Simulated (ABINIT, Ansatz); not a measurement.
# AlGaN2 (P-4m2): changed settings of a GW run in ABINIT

Aim: change inputs of a GW run on AlGaN2 (P-4m2) and see what moves.

Main program and level: ABINIT 10.8.3; LDA and many-body steps on it, plane waves.

Report form: the programs' logs are mostly left out.

## 1. Starting point

Symmetry: P-4m2, No. 115, tetragonal system. The conventional cell has a = 3.141 Å, b = 3.141 Å, c = 4.424 Å, α = 90.00°, β = 90.00°, γ = 90.00°. Al has 4 N at 1.89 Å nearest. Nearest to Ga lie 4 N at 1.95 Å. Nearest to N lie 2 Al at 1.89 Å and 2 Ga at 1.95 Å. Farther neighbours and most contacts between anions are not listed.

The cell and positions are those that the Materials Project relaxed with its own functionals (PBE, PBE+U or r2SCAN), kept fixed.

## 2. Screening, 4×4×2 mesh, 45 bands, screening to 114.3 eV

This step: ABINIT 10.8.3; RPA screening on LDA, plane waves, norm-conserving pseudopotentials.

The RPA dielectric matrix is built and inverted for each q.

run.abi reads:

```
acell 3*1.0 Angstrom
rprim 
  3.140877048700 0.000000000000 0.000000000000
  0.000000000000 3.140877048700 0.000000000000
  0.000000000000 0.000000000000 4.423837940000
ntypat 3
znucl 13 31 7
natom 4
typat 1 2 3 3
xred 
  0.500000000000 0.500000000000 0.500000000000
  0.000000000000 0.000000000000 0.000000000000
  0.500000000000 0.000000000000 0.738264810000
  0.000000000000 0.500000000000 0.261735190000
pp_dirpath "pseudos"
pseudos "Al.upf, Ga.upf, N.upf"
ecut 45
ngkpt 4 4 2
nshiftk 1
shiftk 0 0 0
kptopt 1
chksymbreak 0
istwfk *1
occopt 1
irdwfk 1
optdriver 3
nband 45
ecuteps 4.2
inclvkb 2
awtr 1
symchi 1
indata_prefix "in"
outdata_prefix "out"
tmpdata_prefix "tmp"
```

Started as:

```
$ OMP_NUM_THREADS=1 mpirun -n 4 abinit run.abi > log
```

Elapsed: 16 s, on 4 MPI ranks of Arm Neoverse V1, shared host; peak memory 0.73 GiB.

Numbers from this step:

| Property | Result |
| --- | --- |
| ε∞ with local fields, on this mesh, along the program's q direction | 5.436 |
| the same without local fields | 5.881 |
| plasma frequency | 32.78 eV |
| plane waves in the screening matrix | 123 |

Local fields lower ε∞ by 8 %. On a Γ-centred mesh this coarse the value itself is usually too large, while a short band sum pulls it down.

## 3. Base

The self-energy is evaluated for the states that the input lists, and the levels follow from it, in one-shot runs by the linearised quasiparticle equation.

This step: G0W0 on LDA, plane waves, norm-conserving pseudopotentials.

run.abi: that of step 2 with these lines changed.

```diff
@@ -25,8 +25,15 @@
 irdwfk 1
-optdriver 3
+optdriver 4
 nband 45
+gwcalctyp 0
+ecutsigx 45
+symsigma 1
+nkptgw 1
+kptgw 
+  0.0000000000 0.0000000000 0.0000000000
+bdgw 
+  16 19
 ecuteps 4.2
-inclvkb 2
-awtr 1
-symchi 1
+irdscr 1
+ppmodel 1
 indata_prefix "in"
```

Run time: 4.1 s. Hardware: 4 MPI ranks; peak memory 0.37 GiB.

Numbers from this step:

| Quantity | Value |
| --- | --- |
| G0W0 gap on the points computed | 4.179 eV |
| starting gap on the mesh | 2.872 eV |
| k of the valence top | 0, 0, 0 |
| k of the conduction bottom | 0, 0, 0 |
| Z at the valence top | 0.794 |
| Z at the conduction bottom | 0.819 |
| least direct G0W0 gap on the computed points | 4.179 eV |

The gap on the mesh goes from 2.87 eV to 4.18 eV, a correction of +1.31 eV.

## 4. Exchange cutoff

run.abi: that of step 3 with these lines changed.

```diff
@@ -28,3 +28,3 @@
 gwcalctyp 0
-ecutsigx 45
+ecutsigx 13.5
 symsigma 1
```

Wall time 4 s (4 MPI ranks); peak memory 0.36 GiB.

Numbers from this step:

| Quantity | Value |
| --- | --- |
| G0W0 gap on the points computed | 4.019 eV |
| starting gap on the mesh | 2.872 eV |
| k of the valence top | 0, 0, 0 |
| k of the conduction bottom | 0, 0, 0 |
| Z at the valence top | 0.794 |
| Z at the conduction bottom | 0.819 |
| least direct G0W0 gap on the computed points | 4.019 eV |

## 5. Another k mesh than the file's

run.abi: that of step 4 with these lines changed.

```diff
@@ -17,3 +17,3 @@
 ecut 45
-ngkpt 4 4 2
+ngkpt 5 5 3
 nshiftk 1
@@ -28,3 +28,3 @@
 gwcalctyp 0
-ecutsigx 13.5
+ecutsigx 45
 symsigma 1
```

The job ended after 2.9 s (4 MPI ranks; peak memory 0.06 GiB).

The run stopped with an error after 2.9 s.

The program's words: hdr%kptrlatt_orig: [4, 0, 0, 0, 4, 0, 0, 0, 2] dtset%kptrlatt_orig: [5, 0, 0, 0, 5, 0, 0, 0, 3]

The fault put into this input: another k mesh than the file's.

## 6. The runs together

Times are wall times on 4 MPI ranks of Arm Neoverse V1, shared host, good to a factor of about two. A run's time includes the screening step that it read.

```tsv
run	mesh	bands	screening cutoff (eV)	DFT gap (eV)	gap on the mesh (eV)	direct (eV)	ε∞ used	time
base	4×4×2	45	114.3	2.872	4.179	4.179	5.44	20 s
exchange cutoff	4×4×2	45	114.3	2.872	4.019	4.019	5.44	20 s
```

## 7. Results

```
base            : 4.179 eV
exchange cutoff : 4.019 eV
known limits    : not at the basis limit; no spin-orbit coupling; coarse k mesh
```

What this shows: Exchange cutoff: −0.160 eV against base (keys changed: ecutsigx). Bands and cutoff are finite, so the gap is not at the basis limit. The miss can reach some tenths of an eV and take either sign; the mesh is an error of its own. In the G0W0 runs levels were corrected at 1 k point alone, so a gap called «on the mesh» is the least over those, and an edge elsewhere would be missed. The 4×4×2 mesh is coarse for this cell, which bears on the long-range parts of exchange and screening. The many-body steps are scalar-relativistic: spin-orbit coupling is not in them.

[Paths, hosts, dates, memory and timing lines, banners, echoed tables and standing remarks are left out of the program output.]

[Logs are printed without paths, hosts, clocks, repeated set-up lines and the standing remarks that a program may print on its own settings, such as how far it seeks lower states.]

[Runs of the session that timed out or met a known fault of the program may be left out.]

[Hosts, paths, dates, database ids (printed as entryN), source tags and the programs' standing remarks are cut or masked in the printed files.]

[G0W0 gaps are taken among the corrected bands and points alone; a level outside them can change the order at an edge.]

[Where Ansatz stands beside ABINIT at settings called matched, ABINIT's density can come from a denser mesh and the files from another edition; pairs whose starting gaps differed by over 0.03 eV were left out, so agreement reads better than it is.]
